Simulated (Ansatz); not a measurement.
# Ag(111) with 4 thermally displaced layers, 2x2: scattering by thermal displacements, part 2 of 2

Aim: the resistivity of Ag at 500 K from frozen thermal displacements between perfect leads.

Ansatz 0.2.0; Ansatz plane-wave DFT, PBE, PAW files; ballistic transport by layer matching (Landauer), zero bias; PAW set soft_1.

So far, open channels per spin nearest the Fermi level: step 2 (with 4 displaced layers) 3.23.

**3. With 8 displaced layers**

Each atom of 8 layers is moved at random, by amounts drawn from a normal law 0.1158 Å wide in each direction from the Debye model (225 K) at 500 K. A fresh draw is used; the growth of the resistance with length is what counts.

System of this step: Ag(111) with 8 thermally displaced layers, 2x2. The cell holds 56 atoms: 56 Ag. Cell: a = 5.779 Å, b = 5.779 Å, c = 33.070 Å, α = 87.5°, β = 92.5°, γ = 120.0°. It derives from Ag. Regions: lead, 24 atoms (24 Ag); scattering region, 32 atoms (32 Ag). The structure is stacked along c, and the current runs across the ab planes.

input.yaml

```yaml
crystal:
  lattice:
    - [5.7787594586, 0.0, 0.0]
    - [-2.8893797293, 5.0045524935, 0.0]
    - [-1.4446898646, 0.8340920822, 33.0283613795]
  atoms:
    - { symbol: Ag, position: [0.005952381, 0.994047619, 0.0357142857] }
    - { symbol: Ag, position: [0.005952381, 0.494047619, 0.0357142857] }
    - { symbol: Ag, position: [0.505952381, 0.994047619, 0.0357142857] }
    - { symbol: Ag, position: [0.505952381, 0.494047619, 0.0357142857] }
    - { symbol: Ag, position: [0.1845238095, 0.3154761905, 0.1071428571] }
    - { symbol: Ag, position: [0.1845238095, 0.8154761905, 0.1071428571] }
    - { symbol: Ag, position: [0.6845238095, 0.3154761905, 0.1071428571] }
    - { symbol: Ag, position: [0.6845238095, 0.8154761905, 0.1071428571] }
    - { symbol: Ag, position: [0.3630952381, 0.1369047619, 0.1785714286] }
    - { symbol: Ag, position: [0.3630952381, 0.6369047619, 0.1785714286] }
    - { symbol: Ag, position: [0.8630952381, 0.1369047619, 0.1785714286] }
    - { symbol: Ag, position: [0.8630952381, 0.6369047619, 0.1785714286] }
    - { symbol: Ag, position: [0.0931734966, 0.9885429604, 0.251252521] }
    - { symbol: Ag, position: [0.0177945583, 0.4578468481, 0.2523007659] }
    - { symbol: Ag, position: [0.5206799401, 0.9672214232, 0.2515065552] }
    - { symbol: Ag, position: [0.5415283765, 0.4313311719, 0.2476809126] }
    - { symbol: Ag, position: [0.1989830081, 0.2516883577, 0.3275245823] }
    - { symbol: Ag, position: [0.2139579142, 0.7875220176, 0.320522345] }
    - { symbol: Ag, position: [0.7675968825, 0.3099319302, 0.3236483] }
    - { symbol: Ag, position: [0.6771002466, 0.7805659805, 0.3238247054] }
    - { symbol: Ag, position: [0.41283824, 0.0858339963, 0.3992427967] }
    - { symbol: Ag, position: [0.3652553266, 0.5853431351, 0.3961342385] }
    - { symbol: Ag, position: [0.9230599575, 0.147395745, 0.3935178513] }
    - { symbol: Ag, position: [0.8811220062, 0.5930947852, 0.3890329728] }
    - { symbol: Ag, position: [0.0594176887, 0.9368610087, 0.4663225422] }
    - { symbol: Ag, position: [0.0955721219, 0.4041783545, 0.4702055761] }
    - { symbol: Ag, position: [0.5895794858, 0.959287947, 0.4627689177] }
    - { symbol: Ag, position: [0.566139613, 0.4277940953, 0.4679006766] }
    - { symbol: Ag, position: [0.2516225114, 0.2312877588, 0.5310136757] }
    - { symbol: Ag, position: [0.234269912, 0.7550965726, 0.5391829605] }
    - { symbol: Ag, position: [0.7407462856, 0.2186875725, 0.5387740608] }
    - { symbol: Ag, position: [0.7224206785, 0.7271915877, 0.5378907842] }
    - { symbol: Ag, position: [0.3935794295, 0.074752677, 0.6051043644] }
    - { symbol: Ag, position: [0.4359553819, 0.5636071531, 0.6078512131] }
    - { symbol: Ag, position: [0.9404883688, 0.0471050547, 0.6121230123] }
    - { symbol: Ag, position: [0.9595065303, 0.5843113247, 0.6112253883] }
    - { symbol: Ag, position: [0.1386775011, 0.9063841655, 0.6788363636] }
    - { symbol: Ag, position: [0.0825039753, 0.3842306555, 0.6758744892] }
    - { symbol: Ag, position: [0.5872529384, 0.8932148828, 0.6765788175] }
    - { symbol: Ag, position: [0.5805615007, 0.3626233346, 0.6795121574] }
    - { symbol: Ag, position: [0.3141373999, 0.2389299331, 0.7499512329] }
    - { symbol: Ag, position: [0.3294249996, 0.740095915, 0.7540310174] }
    - { symbol: Ag, position: [0.758694941, 0.236554437, 0.7511902757] }
    - { symbol: Ag, position: [0.8046721362, 0.7166962555, 0.7513414596] }
    - { symbol: Ag, position: [0.4702380952, 0.0297619048, 0.8214285714] }
    - { symbol: Ag, position: [0.4702380952, 0.5297619048, 0.8214285714] }
    - { symbol: Ag, position: [0.9702380952, 0.0297619048, 0.8214285714] }
    - { symbol: Ag, position: [0.9702380952, 0.5297619048, 0.8214285714] }
    - { symbol: Ag, position: [0.1488095238, 0.8511904762, 0.8928571429] }
    - { symbol: Ag, position: [0.1488095238, 0.3511904762, 0.8928571429] }
    - { symbol: Ag, position: [0.6488095238, 0.8511904762, 0.8928571429] }
    - { symbol: Ag, position: [0.6488095238, 0.3511904762, 0.8928571429] }
    - { symbol: Ag, position: [0.3273809524, 0.1726190476, 0.9642857143] }
    - { symbol: Ag, position: [0.3273809524, 0.6726190476, 0.9642857143] }
    - { symbol: Ag, position: [0.8273809524, 0.1726190476, 0.9642857143] }
    - { symbol: Ag, position: [0.8273809524, 0.6726190476, 0.9642857143] }
kpoints:
  mp_grid: { grid: [4, 4, 1] }
hamiltonian:
  xc: pbe
  pseudopotentials: { kind: paw, azcp: { folder: soft_1 } }
scf:
  occupations: { method: fermi_dirac, width: 0.1 }
output:
  transmission: { leads: [[0, 4]], kmesh: [8, 8], e_range: [-0.05, 0.05], de: 0.05 }
  write_potential: true
  write_density: true
  volumetric_format: npy
```

The run is started by

```bash
$ ansatz run input.yaml --threads 4 --pin off --max-ram 15360MiB --backend cpu --events-out ev --progress --plain --runs-dir out
```

Numbers of over 12 decimals in the logs are rounded to 6 here.

Log:

```text
[...]
Crystal: 56 atoms, lattice volume = 955.184 Å³
Basis set: ecut = 420 eV, 18759 PW (Γ)
Bands: 639, of which v1, the nominal top of the filled ones, is band 532 counted from 1 (531 counted from 0)
Symmetry: 1 space group operations
[...]
k-points: 10 of 16 (time reversal used)
[...]
SCF iter   1: F=—  HF=-425082.446179 eV  |F-HF|=—  |Δ(HF+E_count)|=         —  Δρ=7.02e-2  dr2=5.03e1  ethr=3.10e-3  ⟨swp⟩=4.0  Hψ=19054  notcnv=0  defer=103
[...]
SCF iter  12: F=-425068.992503 eV  HF=-425068.992503 eV  |F-HF|=2.91e-9  |Δ(HF+E_count)|=   5.94e-9  Δρ=6.10e-7  dr2=5.31e-9  ethr=9.40e-12  ⟨swp⟩=8.3  Hψ=23593  notcnv=0
SCF 1 converged in 12 iterations: F = -425068.992503 eV  dr2 = 5.31e-9
[...]
transmission: 141 of 1394 steps passed
transmission: 282 of 1394 steps passed
[...]
transmission: 1394 of 1394 steps passed
SCF converged after 12 iterations
Free energy (F): -425068.992503 eV
[...]
Internal energy: -425068.368439 eV  (E = F + TS)
E sigma→0 (E₀):  -425068.680471 eV
Entropy (-TS):   -0.624064 eV (-11.144 meV/atom)
Fermi energy:    17.171743 eV
[...]
--- Band table (eV; the first three rows and the last of 10) ---
  k-point 0: bands = [... 528 lower, 17.4959, 17.6660, 17.7017, 17.8403, 17.9015, 17.9194, 17.9475, 18.0807, ... 103 higher]
  k-point 1: bands = [... 528 lower, 16.9667, 17.0158, 17.0472, 17.0727, 17.1605, 17.2628, 17.3115, 17.4496, ... 103 higher]
  k-point 2: bands = [... 528 lower, 16.8848, 16.9176, 16.9495, 17.0500, 17.0607, 17.0903, 17.2262, 17.2754, ... 103 higher]
  k-point 9: bands = [... 528 lower, 16.7856, 16.8459, 17.0450, 17.0804, 17.1001, 17.1498, 17.3860, 17.4455, ... 103 higher]
--- Transmission ---
  basis      : 253 plane waves across, 41 finite elements along
  points     : 34, standing for a mesh of 8 x 8
[...]
channels       : 3.328125e0 a spin
[...]
junction   : crystal 0 to crystal 0, 0.70 to 31.37 Å
    transmission   : 3.028438e0 a spin
[...]
```

Elapsed: 7.4 min, on 4 threads of Intel Xeon Platinum 8488C (Sapphire Rapids), shared host; peak memory 9.9 GiB; 26 min of CPU time.

This step gave:

```
free energy                                    : -425068.9925 eV
energy at zero smearing                        : -425068.6805 eV
Fermi energy                                   : 17.17 eV
transmission per spin nearest the Fermi level  : 3.028
open channels per spin nearest the Fermi level : 3.328
step of the lead's potential                   : 5.4 meV
```

Per spin. Table of transmission, zone mean by energy, zero at the Fermi level:

```tsv
energy (eV)	transmission, zone mean
-0.0500	3.02
0.0000	3.03
0.0500	2.99
```

Over the solved energies the transmission per spin lies between 2.99 and 3.03, out of 3.30 channels of the lead on average (up to 3.33).

**4. With 12 displaced layers**

Each atom of 12 layers is moved at random, by amounts drawn from a normal law 0.1158 Å wide in each direction from the Debye model (225 K) at 500 K. A fresh draw is used; the growth of the resistance with length is what counts.

System of this step: Ag(111) with 12 thermally displaced layers, 2x2. The cell holds 72 atoms: 72 Ag. Cell: a = 5.779 Å, b = 5.779 Å, c = 42.465 Å, α = 90.0°, β = 90.0°, γ = 120.0°. It derives from Ag. Regions: lead, 24 atoms (24 Ag); scattering region, 48 atoms (48 Ag). The structure is stacked along c, and the current runs across the ab planes.

input.yaml

```yaml
crystal:
  lattice:
    - [5.7787594586, 0.0, 0.0]
    - [-2.8893797293, 5.0045524935, 0.0]
    - [0.0, 0.0, 42.4650360593]
  atoms:
    - { symbol: Ag, position: [0.0, 0.0, 0.0277777778] }
    - { symbol: Ag, position: [0.0, 0.5, 0.0277777778] }
    - { symbol: Ag, position: [0.5, 0.0, 0.0277777778] }
    - { symbol: Ag, position: [0.5, 0.5, 0.0277777778] }
    - { symbol: Ag, position: [0.1666666667, 0.3333333333, 0.0833333333] }
    - { symbol: Ag, position: [0.1666666667, 0.8333333333, 0.0833333333] }
    - { symbol: Ag, position: [0.6666666667, 0.3333333333, 0.0833333333] }
    - { symbol: Ag, position: [0.6666666667, 0.8333333333, 0.0833333333] }
    - { symbol: Ag, position: [0.3333333333, 0.1666666667, 0.1388888889] }
    - { symbol: Ag, position: [0.3333333333, 0.6666666667, 0.1388888889] }
    - { symbol: Ag, position: [0.8333333333, 0.1666666667, 0.1388888889] }
    - { symbol: Ag, position: [0.8333333333, 0.6666666667, 0.1388888889] }
    - { symbol: Ag, position: [0.0022474096, 0.9916983269, 0.189260778] }
    - { symbol: Ag, position: [0.9885231405, 0.4814096637, 0.1973888612] }
    - { symbol: Ag, position: [0.4951810574, 0.0019307869, 0.1921285041] }
    - { symbol: Ag, position: [0.4896382455, 0.49973324, 0.1903954612] }
    - { symbol: Ag, position: [0.1714630198, 0.3308798797, 0.2467678471] }
    - { symbol: Ag, position: [0.1245606679, 0.8452002411, 0.2491888159] }
    - { symbol: Ag, position: [0.6533188376, 0.3278710713, 0.2549515306] }
    - { symbol: Ag, position: [0.6666708469, 0.8353368389, 0.245946389] }
    - { symbol: Ag, position: [0.3769422505, 0.187888185, 0.3084639126] }
    - { symbol: Ag, position: [0.344889398, 0.6878689132, 0.3065667193] }
    - { symbol: Ag, position: [0.8438561255, 0.16314644, 0.3015378853] }
    - { symbol: Ag, position: [0.8315646772, 0.6219110054, 0.3049015123] }
    - { symbol: Ag, position: [0.983842482, 0.9758786208, 0.3627824231] }
    - { symbol: Ag, position: [0.9909347709, 0.4898952255, 0.3625281474] }
    - { symbol: Ag, position: [0.5065171253, 0.032127139, 0.3620691423] }
    - { symbol: Ag, position: [0.4680130999, 0.455029106, 0.3575463075] }
    - { symbol: Ag, position: [0.1878519415, 0.3321628602, 0.4158948962] }
    - { symbol: Ag, position: [0.1847490948, 0.8036656266, 0.4150702224] }
    - { symbol: Ag, position: [0.6639811717, 0.3468953282, 0.4148579365] }
    - { symbol: Ag, position: [0.6358156072, 0.7962061906, 0.4186547998] }
    - { symbol: Ag, position: [0.3439719595, 0.1556480615, 0.4726674705] }
    - { symbol: Ag, position: [0.3019835717, 0.6557536175, 0.4759783779] }
    - { symbol: Ag, position: [0.8627715616, 0.2201054277, 0.470076414] }
    - { symbol: Ag, position: [0.8426960922, 0.6621446123, 0.4737645847] }
    - { symbol: Ag, position: [0.9933652852, 0.9870194747, 0.5254127418] }
    - { symbol: Ag, position: [0.0605218608, 0.498211007, 0.5222805637] }
    - { symbol: Ag, position: [0.4948492968, 0.0156830746, 0.5264148051] }
    - { symbol: Ag, position: [0.5388441008, 0.5231854953, 0.527362518] }
    - { symbol: Ag, position: [0.1455870852, 0.3100922627, 0.581425295] }
    - { symbol: Ag, position: [0.1510867184, 0.8611910475, 0.5876694236] }
    - { symbol: Ag, position: [0.6278385519, 0.3060009787, 0.578512548] }
    - { symbol: Ag, position: [0.6114347006, 0.7614836911, 0.5802195958] }
    - { symbol: Ag, position: [0.3553143823, 0.158671253, 0.6412183995] }
    - { symbol: Ag, position: [0.34390084, 0.7073909421, 0.6394319371] }
    - { symbol: Ag, position: [0.8552001872, 0.2257042935, 0.6380044113] }
    - { symbol: Ag, position: [0.8112058707, 0.6713368497, 0.6387830285] }
    - { symbol: Ag, position: [0.0107010402, 0.978682586, 0.6966380218] }
    - { symbol: Ag, position: [0.0093597534, 0.4845563775, 0.6948894312] }
    - { symbol: Ag, position: [0.5104883492, 0.0542585951, 0.6925250309] }
    - { symbol: Ag, position: [0.4785979517, 0.4753471418, 0.6935009527] }
    - { symbol: Ag, position: [0.1754284531, 0.3510923138, 0.7483358748] }
    - { symbol: Ag, position: [0.1465636777, 0.8005699015, 0.7477445848] }
    - { symbol: Ag, position: [0.7339107546, 0.3574173125, 0.7478699167] }
    - { symbol: Ag, position: [0.6285943848, 0.8107680798, 0.7499408729] }
    - { symbol: Ag, position: [0.3254204332, 0.1494495887, 0.802048483] }
    - { symbol: Ag, position: [0.3670490116, 0.6771141616, 0.8045345208] }
    - { symbol: Ag, position: [0.8227892014, 0.1544186149, 0.7975521911] }
    - { symbol: Ag, position: [0.8232693186, 0.6419049497, 0.8028223391] }
    - { symbol: Ag, position: [0.0, 0.0, 0.8611111111] }
    - { symbol: Ag, position: [0.0, 0.5, 0.8611111111] }
    - { symbol: Ag, position: [0.5, 0.0, 0.8611111111] }
    - { symbol: Ag, position: [0.5, 0.5, 0.8611111111] }
    - { symbol: Ag, position: [0.1666666667, 0.3333333333, 0.9166666667] }
    - { symbol: Ag, position: [0.1666666667, 0.8333333333, 0.9166666667] }
    - { symbol: Ag, position: [0.6666666667, 0.3333333333, 0.9166666667] }
    - { symbol: Ag, position: [0.6666666667, 0.8333333333, 0.9166666667] }
    - { symbol: Ag, position: [0.3333333333, 0.1666666667, 0.9722222222] }
    - { symbol: Ag, position: [0.3333333333, 0.6666666667, 0.9722222222] }
    - { symbol: Ag, position: [0.8333333333, 0.1666666667, 0.9722222222] }
    - { symbol: Ag, position: [0.8333333333, 0.6666666667, 0.9722222222] }
kpoints:
  mp_grid: { grid: [4, 4, 1] }
hamiltonian:
  xc: pbe
  pseudopotentials: { kind: paw, azcp: { folder: soft_1 } }
scf:
  occupations: { method: fermi_dirac, width: 0.1 }
output:
  transmission: { leads: [[0, 4]], kmesh: [8, 8], e_range: [-0.05, 0.05], de: 0.05 }
  write_potential: true
  write_density: true
  volumetric_format: npy
```

Log:

```text
[...]
Crystal: 72 atoms, lattice volume = 1228.093 Å³
Basis set: ecut = 420 eV, 24081 PW (Γ)
Bands: 821, of which v1, the nominal top of the filled ones, is band 684 counted from 1 (683 counted from 0)
Symmetry: 1 space group operations
[...]
k-points: 10 of 16 (time reversal used)
[...]
SCF iter   1: F=—  HF=-546532.507023 eV  |F-HF|=—  |Δ(HF+E_count)|=         —  Δρ=7.00e-2  dr2=6.43e1  ethr=3.10e-3  ⟨swp⟩=4.0  Hψ=24461  notcnv=0  defer=180
[...]
SCF iter  12: F=-546515.295904 eV  HF=-546515.295904 eV  |F-HF|=9.31e-10  |Δ(HF+E_count)|=   1.36e-8  Δρ=7.09e-7  dr2=5.35e-9  ethr=7.31e-12  ⟨swp⟩=1.0  Hψ=15427  notcnv=0
SCF 1 converged in 12 iterations: F = -546515.295904 eV  dr2 = 5.35e-9
[...]
transmission: 186 of 1802 steps passed
transmission: 363 of 1802 steps passed
[...]
transmission: 1802 of 1802 steps passed
SCF converged after 12 iterations
Free energy (F): -546515.295904 eV
[...]
Internal energy: -546514.470814 eV  (E = F + TS)
E sigma→0 (E₀):  -546514.883359 eV
Entropy (-TS):   -0.825090 eV (-11.460 meV/atom)
Fermi energy:    17.250114 eV
[...]
--- Band table (eV; the first three rows and the last of 10) ---
  k-point 0: bands = [... 680 lower, 17.5145, 17.7655, 17.7827, 17.8199, 17.8473, 17.8790, 17.9115, 18.0467, ... 133 higher]
  k-point 1: bands = [... 680 lower, 17.0359, 17.0902, 17.1317, 17.1939, 17.2192, 17.2637, 17.3373, 17.4007, ... 133 higher]
  k-point 2: bands = [... 680 lower, 16.8976, 16.9266, 16.9464, 16.9800, 17.2181, 17.2471, 17.3187, 17.3377, ... 133 higher]
  k-point 9: bands = [... 680 lower, 16.8842, 16.9114, 16.9321, 16.9477, 17.2046, 17.2272, 17.3110, 17.3354, ... 133 higher]
--- Transmission ---
  basis      : 253 plane waves across, 53 finite elements along
  points     : 34, standing for a mesh of 8 x 8
[...]
channels       : 3.234375e0 a spin
[...]
junction   : crystal 0 to crystal 0, 0.70 to 40.80 Å
    transmission   : 2.856629e0 a spin
[...]
```

Run time: 12 min. Hardware: 4 threads; peak memory 8.2 GiB; 44 min of CPU time.

This step gave:

```
free energy                                    : -546515.2959 eV
energy at zero smearing                        : -546514.8834 eV
Fermi energy                                   : 17.25 eV
transmission per spin nearest the Fermi level  : 2.857
open channels per spin nearest the Fermi level : 3.234
step of the lead's potential                   : 12.5 meV
```

Per spin. Transmission, zone mean against energy, zero at the Fermi level:

```tsv
energy (eV)	transmission, zone mean
-0.0500	2.84
0.0000	2.86
0.0500	2.88
```

Over the solved energies the transmission per spin lies between 2.84 and 2.88, out of 3.23 channels of the lead on average (up to 3.23).

**5. Resistance against length**

This step: Ansatz plane-wave DFT, PBE, PAW files; ballistic transport by layer matching (Landauer), zero bias; resistivity from the slope of the area resistance; PAW set soft_1 (Ansatz 0.2.0).

Numbers from this step:

```yaml
resistivity: 5.802 µΩ cm
intercept: -0.009221 fΩ m²
scatter_about_the_fit: 0.004067 fΩ m²
```

Resistance, by row:

```tsv
run	length (Å)	T	channels N	RA (fΩ m²)
n4	9.437	3.119	3.234	0.04265
n8	18.87	3.015	3.297	0.106
n12	28.31	2.858	3.234	0.1521
```

The area resistance by length of the displaced region:

```tsv
length of the displaced region (Å)	area resistance (fΩ m²)
9.44	0.0427
18.87	0.106
28.31	0.152
```

The area resistance goes from 0.043 to 0.15 fΩ m² between 9.4 and 28.3 Å, a slope of 5.8 µΩ cm.

By hand from the end points: (0.1521 − 0.04265) fΩ m² / (28.31 − 9.44) Å = 5.8 µΩ cm, since 1 fΩ m² per Å is 1000 µΩ cm.

**6. Summary of results**

| Property | Result |
| --- | --- |
| resistivity from the slope | 5.80 µΩ cm |
| area resistance over 9.44 Å | 0.0427 fΩ m² |
| area resistance over 18.9 Å | 0.106 fΩ m² |
| area resistance over 28.3 Å | 0.152 fΩ m² |

The slope gives 5.8 µΩ cm. The points scatter by 0.0041 fΩ m² about the line, with one random draw a length in a 2x2 cell, so the slope is a rough value. The mean square of the displacements drawn is 0.78, 0.99 and 1.2 of the nominal one at the three lengths; with each resistance scaled back by that, the slope is 4.0 µΩ cm, the value used below. The lead's own channel count moves between the runs (3.23, 3.30 and 3.23), which shifts RA and the slope too. Read with a model of isotropic scattering on a spherical Fermi surface and the lead's 0.87×10¹⁵ S/m², this slope means a mean free path near 262 Å; over these lengths the model's slope is 1.20 times its bulk resistivity, which would be 3.3 µΩ cm. Uncorrelated displacements put too much weight on short waves, which scatter strongly; with the sideways repeat of a small cell, one draw and three short lengths, the method is good to a factor of two or three. The measured value is 2.87 µΩ cm (CRC Handbook of Chemistry and Physics, 84th ed., 2003, Electrical Resistivity of Pure Metals); the scaled slope is 1.4 times that and the corrected value 1.2: fair for so small a cell.

[Logs are printed without paths, hosts, clocks, repeated set-up lines and the standing remarks that a program may print on its own settings, such as how far it seeks lower states.]

[Hosts, paths, dates, database ids (printed as entryN), source tags and the programs' standing remarks are cut or masked in the printed files.]
